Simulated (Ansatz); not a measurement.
# Be2Al (built on the sites of a database entry of Be2B): a soft mode frozen in

Which phase does Be2Al (built on the sites of a database entry of Be2B) fall into along its unstable mode, and how much energy does it gain?

Program: Ansatz 0.2.0. Level of theory: DFT PBEsol, scalar-relativistic, plane waves, PAW. Results are calculated unless marked as measured.

The structure was built from a prototype and need not be the compound's stable phase.

### Step 1. Set-up

Symmetry: Fm-3m, No. 225, cubic system. Conventional cell: a = 5.450 Å, b = 5.450 Å, c = 5.450 Å, α = 90.00°, β = 90.00°, γ = 90.00°. Be has 4 Al at 2.36 Å nearest. Al has 8 Be at 2.36 Å nearest. Farther neighbours are not listed.

### Step 2. Response at finite wavevector

The cell comes from relaxations at this level that are not shown. Stability and thermal properties need the whole zone. Linear response on a 4×4×4 q mesh gives force constants as far as a supercell of that size would.

Input file input.yaml:

```yaml
crystal:
  lattice:
    - [0.0, 2.72517104, 2.72517104]
    - [2.72517104, 0.0, 2.72517104]
    - [2.72517104, 2.72517104, 0.0]
  atoms:
    - { symbol: Be, position: [0.25, 0.25, 0.25] }
    - { symbol: Be, position: [0.75, 0.75, 0.75] }
    - { symbol: Al, position: [0.0, 0.0, 0.0] }
kpoints:
  mp_grid: { grid: [12, 12, 12] }
hamiltonian:
  xc: pbesol
scf:
  occupations: { method: methfessel_paxton, width: 0.15 }
output:
  eigenvalues: true
phonons:
  method: dfpt
  qmesh: [4, 4, 4]
  temperatures: { t_max: 1000, t_step: 50 }
  qpath:
    path:
      - [[0.0, 0.0, 0.0], [0.5, 0.0, 0.5], [0.625, 0.25, 0.625]]
      - [[0.375, 0.375, 0.75], [0.0, 0.0, 0.0], [0.5, 0.5, 0.5], [0.5, 0.25, 0.75], [0.5, 0.0, 0.5]]
    npoints: 10
```

The run is started by

```
> ansatz run input.yaml --threads 4 --pin off --max-ram 7168MiB --backend cpu --events-out ev --progress --plain --runs-dir out
```

Numbers of over 12 decimals in the logs are rounded to 6 here.

The log of the run:

```text
Engine: ansatz 0.2.0, aarch64-unknown-linux-gnu
Pseudopotentials: kind: paw
Pseudopotential: Be, paw, valence charge 2, recommended cutoff 420 eV (normal), Be.paw.azcp
Pseudopotential: Al, paw, valence charge 3, recommended cutoff 420 eV (normal), Al.paw.azcp
Functional definition: PBEsol
  exchange = pbesol_x
  correlation = pbesol_c
Crystal: 3 atoms, lattice volume = 40.477 Å³
Basis set: ecut = 420 eV, 749 PW (Γ), exchange–correlation on 54×54×54 points (8 copies of the dense FFT grid, shifted against one another)
Bands: 8, of which v1, the nominal top of the filled ones, is band 4 counted from 1 (3 counted from 0)
Symmetry: 48 space group operations
k-points: 72 of 1728
Non-local potential: Be, projectors of the file, l = 0: 2, l = 1: 2, l = 2: 1
Non-local potential: Al, projectors of the file, l = 0: 2, l = 1: 2, l = 2: 1
PAW form: soft (Blöchl's): semilocal exchange-correlation on the pseudo side does not see the compensation charge
PAW frozen core: Be, regenerated for the run's functional, and the local potential with it (the file was generated under x = pbe(κ = 0.804, μ = 0.219515), c = pbe(β = 0.066725))
PAW frozen core: Al, regenerated for the run's functional, and the local potential with it (the file was generated under x = pbe(κ = 0.804, μ = 0.219515), c = pbe(β = 0.066725))
PAW one-centre angular grid: Be, 110 points (default); XC on 64 Gauss nodes
PAW one-centre angular grid: Al, 110 points (default); XC on 64 Gauss nodes
Initial density: superposition of atomic densities (neutral atoms: chi_scale 0, normalization atom), corrected by the library's trained network
Initial wavefunctions: pseudopotential atomic-orbital guess
Functional: x = pbesol(κ = 0.804, μ = 0.123457), c = pbesol(β = 0.046)
SCF iter   1: F=—  HF=-703.452480 eV  |F-HF|=—  |Δ(HF+E_count)|=         —  Δρ=2.22e-3  dr2=3.03e-3  ethr=1.77e-3  ⟨swp⟩=5.1  Hψ=4685  notcnv=0
preconditioner: auto → none  [metal: Δε(μ)=0.056 eV  Ē_g=8.113 eV  σ=0.150 eV  W_gap=0.31  n_scr=8 (ndim 8)  ℏωp=15.4 eV  f_vac=0.000  D(μ)=0.92/eV (n_scr^D=8)  sad-step TF]
SCF iter   2: F=—  HF=-703.452015 eV  |F-HF|=—  |Δ(HF+E_count)|=   4.66e-4  S|Δr|=    0.00e0  Δρ=1.46e-3  dr2=1.39e-3  ethr=4.33e-5  ⟨swp⟩=1.0  Hψ=1154  notcnv=0
SCF iter   3: F=—  HF=-703.451741 eV  |F-HF|=—  |Δ(HF+E_count)|=   2.74e-4  S|Δr|=    0.00e0  Δρ=9.37e-5  dr2=3.52e-6  ethr=1.98e-5  ⟨swp⟩=2.0  Hψ=794  notcnv=0
SCF iter   4: F=—  HF=-703.451742 eV  |F-HF|=—  |Δ(HF+E_count)|=   1.60e-6  S|Δr|=    0.00e0  Δρ=1.77e-5  dr2=8.05e-8  ethr=5.03e-8  ⟨swp⟩=2.2  Hψ=798  notcnv=0
SCF iter   5: F=—  HF=-703.451742 eV  |F-HF|=—  |Δ(HF+E_count)|=   1.10e-7  S|Δr|=    0.00e0  Δρ=1.21e-6  dr2=5.07e-10  ethr=1.15e-9  ⟨swp⟩=2.3  Hψ=781  notcnv=0
SCF iter   6: F=-703.451742 eV  HF=-703.451742 eV  |F-HF|=5.34e-12  |Δ(HF+E_count)|=  3.37e-10  S|Δr|=    0.00e0  Δρ=1.29e-7  dr2=4.12e-12  ethr=1.00e-12  ⟨swp⟩=5.0  Hψ=2620  notcnv=0
SCF 1 converged in 6 iterations: F = -703.451742 eV  dr2 = 4.12e-12
  greatest PAW one-centre occupation: 0.466 electrons in one spin orbital (limit 2), on the Al atom at site 2 (counted from 0), in its partial waves of l = 0
phonons: the bands overlap, so this run is a metal and interpolates without the dipole-dipole term. If the crystal is really an insulator or semiconductor, its LO-TO splitting is missing
NSCF: frozen V_eff on 72 k-points
WARN: eigensolver did not converge in 8 slots of this pass, the one above among them; of largest residual over every band (k=15): 1 band(s) unlocked (lowest unlocked band 7, counted from 0; max residual 1.32e-2 eV among the unlocked bands, 1.32e-2 eV over every band); of lowest unlocked band (k=1): band 7
NSCF: frozen V_eff on 163 k-points
DFPT response loops at q = (0, 0, 0) (fractional): preconditioner auto → Kerker (q_TF=auto, 2.036 Å⁻¹) (partly filled bands, converged f_vac=0.000); β = 1.00, the filter's whole step (`scf.mixing.beta` (0.50) is not read by the response loops under this deck's `scf.mixing.preconditioner`; to damp them name `kerker` or `kerker_dos`, under which they read `scf.mixing.beta`, and type it under 1.00, their step now; both keys bind the ground state too); Broyden in place of MSR1
NSCF: frozen V_eff on 1872 k-points
DFPT response loops at q = (0, 0, 0.25) (fractional): mixed as the last ones told, above
NSCF: frozen V_eff on 952 k-points
DFPT response loops at q = (0, 0, -0.5) (fractional): mixed as the last ones told, above
NSCF: frozen V_eff on 1020 k-points
DFPT response loops at q = (0, 0.25, 0.25) (fractional): mixed as the last ones told, above
NSCF: frozen V_eff on 3456 k-points
DFPT response loops at q = (0, 0.25, -0.5) (fractional): mixed as the last ones told, above
NSCF: frozen V_eff on 1872 k-points
DFPT response loops at q = (0, 0.25, -0.25) (fractional): mixed as the last ones told, above
NSCF: frozen V_eff on 560 k-points
DFPT response loops at q = (0, -0.5, -0.5) (fractional): mixed as the last ones told, above
NSCF: frozen V_eff on 1020 k-points
DFPT response loops at q = (0.25, -0.5, -0.25) (fractional): mixed as the last ones told, above
SCF converged after 6 iterations
Stability not checked: this state was not tested for a lower state beside it, because cold or Methfessel-Paxton smearing, or corrected tetrahedra, fill the levels in a way that the test cannot read (fill_not_monotonic; see scf.lower_state_search)
Free energy (F): -703.451742 eV
Harris-Foulkes:  -703.451742 eV  (|F-HF|=5.34e-12)
Internal energy: -703.451450 eV  (E = F + TS)
E sigma→0 (E₀):  -703.451669 eV
Entropy (-TS):   -0.000293 eV (-0.098 meV/atom)
Fermi energy:    5.104935 eV
--- Per-component energies (eV) ---
  E_band       = 10.281181
  E_kinetic    = 58.991731
  E_local      = 0.208088  (includes V_loc(G=0)·N_el)
  E_nonlocal   = 20.448394
  E_hartree    = 2.282711
  E_xc         = -75.938413
  E_vxc        = -67.246869  (∫ρ·V_xc dr)
  E_paw        = -569.580573  (= ΣΔE_a)
  E_vpaw       = -6.685582  (= ΣTr[D̂ρ^β])
  E_aug_tail   = -0.000004  (compensation charges beyond the density's cutoff)
  E_ewald      = -139.901585
  E_core_change = 0.038202  (= ΣΔE_core)
  E_smearing   = -0.000293  (= −TS)
  E_closure    = -0.000000  (closes the sum)
  Σ components = -703.451742   (vs F -703.451742, Δ=0.00e0)
--- Band table (eV; the first three rows and the last of 72) ---
  k-point 0: bands = ["-4.1887", "6.6096", "6.6096", "6.6096", "8.7765", "8.7765", "8.7765", "12.4158"]
  k-point 1: bands = ["-4.0990", "5.8688", "6.5019", "6.5019", "8.8752", "8.8752", "9.1250", "12.4828"]
  k-point 2: bands = ["-3.8306", "4.4808", "6.2863", "6.2863", "8.8935", "8.8935", "9.4583", "12.1659"]
  k-point 71: bands = ["0.0688", "1.4591", "1.4591", "1.9197", "9.3647", "9.3647", "11.5693", "11.9889"]
--- Phonons (Γ-DFPT): 2 representative perturbations + reference (Σ response iterations 6) ---
  ASR residual: 1.998e-5 → 0.000e0 eV/Å²; symmetrization residual: 5.509e-9 eV/Å²
  ASR residual per site (eV/Å²): 2.00e-5 2.00e-5 4.42e-6
  Γ frequencies (cm⁻¹): 0.00 0.00 0.00 278.96 278.96 278.96 483.56 483.56 483.56
--- Phonons (arbitrary-q DFPT): 8 irreducible q on the 4×4×4 mesh ---
  q = [0.0000, 0.0000, 0.0000] (star 1, of the zone-centre solve; hermiticity 1.19e-9, symmetrization 1.82e-15): 0.00 0.00 0.00 278.96 278.96 278.96 483.56 483.56 483.56
  q = [0.0000, 0.0000, 0.2500] (star 8, 2 solved perturbations on 936 of 1728 k-point pairs; hermiticity 9.72e-9, symmetrization 4.08e-15): -72.35 -72.35 96.77 286.49 286.49 353.15 430.25 481.86 481.86
  q = [0.0000, 0.0000, -0.5000] (star 4, 2 solved perturbations on 476 of 1728 k-point pairs; hermiticity 4.71e-9, symmetrization 3.10e-15): -112.59 -112.59 208.28 339.32 339.32 397.74 462.15 472.32 472.32
  q = [0.0000, 0.2500, 0.2500] (star 6, 4 solved perturbations in 1608 linear systems a pass and spin channel, the states on 510 of 1728 k-point pairs; hermiticity 2.39e-8, symmetrization 2.49e-15): -122.77 -122.77 171.35 327.12 327.12 360.77 413.29 478.00 478.00
  q = [0.0000, 0.2500, -0.5000] (star 24, 4 solved perturbations in 5328 linear systems a pass and spin channel, the states on 1728 of 1728 k-point pairs; hermiticity 1.14e-8, symmetrization 3.86e-15): -145.73 -109.98 192.06 355.12 366.47 402.94 451.04 468.66 475.01
  q = [0.0000, 0.2500, -0.2500] (star 12, 4 solved perturbations in 2892 linear systems a pass and spin channel, the states on 936 of 1728 k-point pairs; hermiticity 1.35e-8, symmetrization 4.29e-15): -96.20 -75.98 136.98 320.72 362.14 416.00 416.69 477.28 482.13
  q = [0.0000, -0.5000, -0.5000] (star 3, 4 solved perturbations in 886 linear systems a pass and spin channel, the states on 280 of 1728 k-point pairs; hermiticity 1.65e-8, symmetrization 1.64e-15): -173.05 -173.05 254.56 288.01 398.12 398.12 451.24 451.24 464.69
  q = [0.2500, -0.5000, -0.2500] (star 6, 4 solved perturbations in 1544 linear systems a pass and spin channel, the states on 510 of 1728 k-point pairs; hermiticity 4.46e-9, symmetrization 2.30e-15): -206.22 144.87 144.87 328.47 419.25 448.70 448.70 452.08 455.34
  sum rule: each row above includes the acoustic sum rule's correction from the zone centre's row sums; it moved no ω² by more than (0.78 cm⁻¹)²
  mesh force constants: q→R imaginary residual 4.66e-18; ASR residual 1.998e-5 → 0.000e0 eV/Å²; symmetrization residual 5.329e-15 eV/Å²
  interpolated dispersion: 62 rows × 9 modes
  density of states and harmonic sums: on the 20×20×20 q-mesh, interpolated from the force constants of a 4×4×4 supercell (no non-analytic term)
  largest difference from the sums on the solved wave vectors: F 4.68e-2 eV, S 6.13e-5 and C_V 1.59e-5 eV/K
  zero-point energy: 0.164052 eV/cell   skipped modes (ω ≤ 0): 464, of them read as no rigid motion or as one in doubt: 461 (1.753e0 modes/cell left out, lowest -206.22 cm⁻¹)   left out of the sums: 1.95e-1 of the cell's modes: C_V's classical limit lies that fraction below 3 k_B per atom; for a crystal, a wire or a layer, F and S can be off by more, and a phonons.interpolated_qmesh denser along its periods is the remedy for the sampling
```

Run time: 97 s. Hardware: 4 threads of Arm Neoverse V1, shared host; peak memory 1.4 GiB.

Numbers from this step:

* volume per atom: 13.49 Å³
* gap on the k-mesh: 0 eV
* sum-rule residual before enforcement: 2.00e-5 eV/Å²
* lowest frequency on the path: -206.2 cm⁻¹
* point group: m-3m
* highest frequency on the path or at a solved wavevector: 486.4 cm⁻¹
* highest optical mode at the zone centre (no LO-TO term): 483.6 cm⁻¹
* lowest optical zone-centre mode: 279.0 cm⁻¹
* lowest mode on the q mesh (acoustic modes at Γ apart): -206.2 cm⁻¹

Frequencies (cm⁻¹) solved at each irreducible wavevector; negative means imaginary. Frequencies by wavevector, by row:

```
q in reciprocal lattice units  star  mode 1  mode 2  mode 3  mode 4  mode 5  mode 6  mode 7  mode 8  mode 9
                        0 0 0     1       0       0       0     279     279     279   483.6   483.6   483.6
                     0 0 0.25     8   -72.3   -72.3    96.8   286.5   286.5   353.1   430.2   481.9   481.9
                     0 0 -0.5     4  -112.6  -112.6   208.3   339.3   339.3   397.7   462.1   472.3   472.3
                  0 0.25 0.25     6  -122.8  -122.8   171.3   327.1   327.1   360.8   413.3     478     478
                  0 0.25 -0.5    24  -145.7    -110   192.1   355.1   366.5   402.9     451   468.7     475
                 0 0.25 -0.25    12   -96.2     -76     137   320.7   362.1     416   416.7   477.3   482.1
                  0 -0.5 -0.5     3  -173.1  -173.1   254.6     288   398.1   398.1   451.2   451.2   464.7
              0.25 -0.5 -0.25     6  -206.2   144.9   144.9   328.5   419.2   448.7   448.7   452.1   455.3
```

Interpolated from a 4×4×4 q mesh. Phonon branches along the path, in cm⁻¹:

| point | branch 1 | branch 2 | branch 3 | branch 4 | branch 5 | branch 6 | branch 7 | branch 8 | branch 9 |
| --- | --- | --- | --- | --- | --- | --- | --- | --- | --- |
| Γ | 0 | 0 | 0 | 279 | 279 | 279 | 484 | 484 | 484 |
| halfway | -123 | -123 | 171 | 327 | 327 | 361 | 413 | 478 | 478 |
| X | -173 | -173 | 255 | 288 | 398 | 398 | 451 | 451 | 465 |
| halfway | -172 | -169 | 270 | 280 | 393 | 419 | 450 | 455 | 464 |
| U | -154 | -146 | 236 | 317 | 378 | 448 | 450 | 462 | 464 |
| jump to K | -154 | -146 | 236 | 317 | 378 | 448 | 450 | 462 | 464 |
| halfway | -68 | -63 | 62 | 291 | 344 | 372 | 416 | 474 | 486 |
| Γ | 0 | 0 | 0 | 279 | 279 | 279 | 484 | 484 | 484 |
| halfway | -72 | -72 | 97 | 286 | 286 | 353 | 430 | 482 | 482 |
| L | -113 | -113 | 208 | 339 | 339 | 398 | 462 | 472 | 472 |
| halfway | -148 | 91 | 150 | 349 | 376 | 398 | 464 | 471 | 475 |
| W | -206 | 145 | 145 | 328 | 419 | 449 | 449 | 452 | 455 |
| halfway | -194 | -128 | 250 | 297 | 407 | 421 | 452 | 455 | 462 |
| X | -173 | -173 | 255 | 288 | 398 | 398 | 451 | 451 | 465 |

The phonon branches as a text plot (rows in cm⁻¹):

```
    472 |*************************************************  *****
    443 |   ***   ***********    ***      *** **         ********
    414 |      * *    **     ****            *         *********
    385 |       * *********     *            ************      **
    357 |      ***         ******           *     ******
    328 |    ***  **      ** **  *         *   ****     *****
    299 |  ****     *** **     ** ***    ** ***              ** *
    270 |***          ***        ***********                  ***
    241 |         ****   **                                  *
    212 |       **         *                    ***         *
    183 |      *            *                  *   **      *
    155 |                    **               *      ******
    126 |    **                              *         **
     97 |   *                  *            *         *    *
     68 |  *                    * ***    ***
     39 | *                          *  *            *
     10 |*                            **
    -19 | *                      *  **  **
    -47 |  *                     ***      **        *       *
    -76 |   *               *****           **
   -105 |    **            * **               ******         *
   -134 |      **         ***                       **        *
   -163 |        **********                           **       **
   -192 |                                               ********
         Γ           X  U|K            Γ         L        W     X
```

Symmetry leaves 8 wavevectors to solve. The lowest mode among them, the acoustic zeros apart, lies at q = (0.25, -0.5, -0.25) and is imaginary, 206.2i cm⁻¹, so the energy falls along it.

### Step 3. The mode frozen in, largest atomic shift 0 Å

The mode followed lies at q = (0.25, -0.5, -0.25) with frequency 206.2i cm⁻¹, the softest among the wavevectors solved. At small amplitude the distorted cell has space group no. 141 by a symmetry search on the positions. The undistorted cell that holds it gives the zero of energy on the same k mesh.

System of this step: Be2Al (built on the sites of a database entry of Be2B). The structure is cubic, space group Fm-3m (No. 225). Conventional cell: a = 5.450 Å, b = 5.450 Å, c = 5.450 Å, α = 90.00°, β = 90.00°, γ = 90.00°. Nearest to Be lie 4 Al at 2.36 Å. Nearest to Al lie 8 Be at 2.36 Å. Farther neighbours are not listed.

Input file input.yaml:

```yaml
crystal:
  lattice:
    - [0.0, 0.0, -5.45034208]
    - [5.45034208, 0.0, 0.0]
    - [2.72517104, -5.45034208, -2.72517104]
  atoms:
    - { symbol: Be, position: [0.625, 0.625, 0.25] }
    - { symbol: Be, position: [0.125, 0.125, 0.25] }
    - { symbol: Be, position: [0.375, 0.875, 0.75] }
    - { symbol: Be, position: [0.875, 0.375, 0.75] }
    - { symbol: Be, position: [0.375, 0.375, 0.75] }
    - { symbol: Be, position: [0.875, 0.875, 0.75] }
    - { symbol: Be, position: [0.125, 0.625, 0.25] }
    - { symbol: Be, position: [0.625, 0.125, 0.25] }
    - { symbol: Al, position: [0.75, 0.25, 0.5] }
    - { symbol: Al, position: [0.25, 0.75, 0.5] }
    - { symbol: Al, position: [0.5, 0.5, 0.0] }
    - { symbol: Al, position: [0.0, 0.0, 0.0] }
kpoints:
  mp_grid: { grid: [6, 6, 6] }
hamiltonian:
  xc: pbesol
scf:
  occupations: { method: methfessel_paxton, width: 0.15 }
output:
  forces: true
  stress: true
  eigenvalues: true
```

The log of the run:

```text
[...]
Crystal: 12 atoms, lattice volume = 161.909 Å³
Basis set: ecut = 420 eV, 3083 PW (Γ), exchange–correlation on 80×80×90 points (8 copies of the dense FFT grid, shifted against one another)
Bands: 26, of which v1, the nominal top of the filled ones, is band 14 counted from 1 (13 counted from 0)
Symmetry: 64 space group operations
[...]
k-points: 30 of 216
[...]
k-point 0: bands = [... 10 lower, 1.9195, 3.2790, 3.2790, 5.7805, 6.6096, 6.6096, 6.6111, 7.4837, ... 6 higher]
  k-point 1: bands = [... 10 lower, 2.2443, 3.4005, 3.4005, 5.8245, 6.0519, 6.0519, 6.5385, 7.6292, ... 6 higher]
  k-point 2: bands = [... 10 lower, 3.2856, 3.7622, 3.7622, 5.1479, 5.1479, 5.9507, 6.3573, 6.4080, ... 6 higher]
  k-point 29: bands = [... 10 lower, 5.0863, 5.0863, 5.5752, 5.5752, 5.8279, 5.8279, 7.7857, 7.7857, ... 6 higher]
[key lines of the parts left out:]
SCF converged after 5 iterations
Free energy (F): -2813.826816 eV
Fermi energy:    5.164842 eV
P = ⅓ Tr σ = -0.1065 GPa (-1.065 kbar)
```

Wall time 2.1 s (4 threads); peak memory 0.5 GiB.

Numbers from this step:

* pressure: -0.1065 GPa
* energy from the undistorted cell: 0 meV/atom

The run ends at a pressure of -0.11 GPa.

### Step 4. The mode frozen in, largest atomic shift 0.22 Å

The atoms are moved along the unstable eigenvector, the largest shift by 0.22 Å, with the cell fixed.

Input file input.yaml:

```yaml
crystal:
  lattice:
    - [0.0, 0.0, -5.45034208]
    - [5.45034208, 0.0, 0.0]
    - [2.72517104, -5.45034208, -2.72517104]
  atoms:
    - { symbol: Be, position: [0.6653644389, 0.625, 0.25] }
    - { symbol: Be, position: [0.0846355611, 0.125, 0.25] }
    - { symbol: Be, position: [0.375, 0.8346355611, 0.75] }
    - { symbol: Be, position: [0.875, 0.4153644389, 0.75] }
    - { symbol: Be, position: [0.375, 0.4153644389, 0.75] }
    - { symbol: Be, position: [0.875, 0.8346355611, 0.75] }
    - { symbol: Be, position: [0.0846355611, 0.625, 0.25] }
    - { symbol: Be, position: [0.6653644389, 0.125, 0.25] }
    - { symbol: Al, position: [0.7349572954, 0.2349572954, 0.5300854093] }
    - { symbol: Al, position: [0.2650427046, 0.7650427046, 0.4699145907] }
    - { symbol: Al, position: [0.4849572954, 0.4849572954, 0.0300854093] }
    - { symbol: Al, position: [0.0150427046, 0.0150427046, -0.0300854093] }
kpoints:
  mp_grid: { grid: [6, 6, 6] }
hamiltonian:
  xc: pbesol
scf:
  occupations: { method: methfessel_paxton, width: 0.15 }
output:
  forces: true
  stress: true
  eigenvalues: true
```

The log of the run:

```text
[...]
Crystal: 12 atoms, lattice volume = 161.909 Å³
Basis set: ecut = 420 eV, 3083 PW (Γ), exchange–correlation on 80×80×90 points (8 copies of the dense FFT grid, shifted against one another)
Bands: 26, of which v1, the nominal top of the filled ones, is band 14 counted from 1 (13 counted from 0)
Symmetry: 16 space group operations
[...]
k-points: 30 of 216
[...]
k-point 0: bands = [... 10 lower, 1.8782, 3.3722, 3.3722, 5.6717, 6.6552, 6.6552, 6.8818, 7.4036, ... 8 higher]
  k-point 1: bands = [... 10 lower, 2.2007, 3.4963, 3.4963, 5.7290, 6.0949, 6.0949, 6.7596, 7.5474, ... 8 higher]
  k-point 2: bands = [... 10 lower, 3.2677, 3.8640, 3.8640, 5.2057, 5.2057, 5.8965, 6.3552, 6.3552, ... 8 higher]
  k-point 29: bands = [... 10 lower, 5.1119, 5.1119, 5.2104, 5.2104, 6.3038, 6.3038, 7.3038, 7.3038, ... 8 higher]
[key lines of the parts left out:]
SCF converged after 6 iterations
Free energy (F): -2814.127884 eV
Fermi energy:    5.144695 eV
P = ⅓ Tr σ = -0.3706 GPa (-3.706 kbar)
```

It took 2.2 s on 4 threads; peak memory 0.5 GiB.

This step gave:

```yaml
pressure: -0.3706 GPa
energy_from_the_undistorted_cell: -24.85 meV/atom
```

The energy, extrapolated to zero smearing, is -24.85 meV/atom against the undistorted cell.

The run ends at a pressure of -0.37 GPa, with forces up to 0.64 eV/Å.

[end of part 1 of 2]

[Logs are printed without paths, hosts, clocks, repeated set-up lines and the standing remarks that a program may print on its own settings, such as how far it seeks lower states.]

[Hosts, paths, dates, database ids (printed as entryN), source tags and the programs' standing remarks are cut or masked in the printed files.]
